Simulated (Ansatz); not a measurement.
Ge2Sb2Te5 (P-3m1), computed twice by G0W0.

```yaml
crystal:
  lattice:
    - [4.29406, 0.00000, 0.00000]
    - [-2.14703, 3.71877, 0.00000]
    - [0.00000, 0.00000, 17.10135]
  atoms:
    - { symbol: Ge, position: [0.33333, 0.66667, 0.89711] }
    - { symbol: Ge, position: [0.66667, 0.33333, 0.10290] }
    - { symbol: Sb, position: [0.00000, 0.00000, 0.67993] }
    - { symbol: Sb, position: [0.00000, 0.00000, 0.32007] }
    - { symbol: Te, position: [0.00000, 0.00000, 0.00000] }
    - { symbol: Te, position: [0.66667, 0.33333, 0.79846] }
    - { symbol: Te, position: [0.33333, 0.66667, 0.20154] }
    - { symbol: Te, position: [0.33333, 0.66667, 0.58011] }
    - { symbol: Te, position: [0.66667, 0.33333, 0.41989] }
```

The cell and positions are those that the Materials Project relaxed with its own functionals (PBE, PBE+U or r2SCAN), kept fixed. Spin-orbit coupling is left out unless a run names it.

The first (Ansatz 0.2.0; start PBE with 15 % screened exact exchange, 6×6×2 mesh, 1027 empty bands, screening to 140 eV, PAW set soft_1 files; 1 × NVIDIA H100 80GB HBM3 (shared by 6 runs) with 2 threads of AMD EPYC 7R13 (Zen 3), shared host) gave, on its mesh: starting gap 0.39 eV, G0W0 gap 0.41 eV, RPA ε∞ (mean) 65.51, 6.8 min.

The second gave: starting gap 0.73 eV, G0W0 gap 0.52 eV, RPA ε∞ (mean) 30.85, 7.7 min.

**Question.** What was changed in the input? Choose among start, files, mesh, bands and cutoff, frequency model or another key.

Changed: start from PBE with 15 % screened exact exchange to PBE with 50 % screened exact exchange. A jump of this size in the start, with ε∞ moving the other way, marks another functional. Other changes could give like numbers; this is the one that was made.

Limits: not at the basis limit; mesh may overstate the screening; no spin-orbit coupling; coarse k mesh.

[Paths, hosts, dates, memory and timing lines, banners, echoed tables and standing remarks are left out of the program output.]

[Logs are printed without paths, hosts, clocks, repeated set-up lines and the standing remarks that a program may print on its own settings, such as how far it seeks lower states.]

[Runs of the session that timed out or met a known fault of the program may be left out.]

[Cells called generated may have been cut or substituted from an entry of the Crystallography Open Database or the Materials Project.]

[Hosts, paths, dates, database ids (printed as entryN), source tags and the programs' standing remarks are cut or masked in the printed files.]
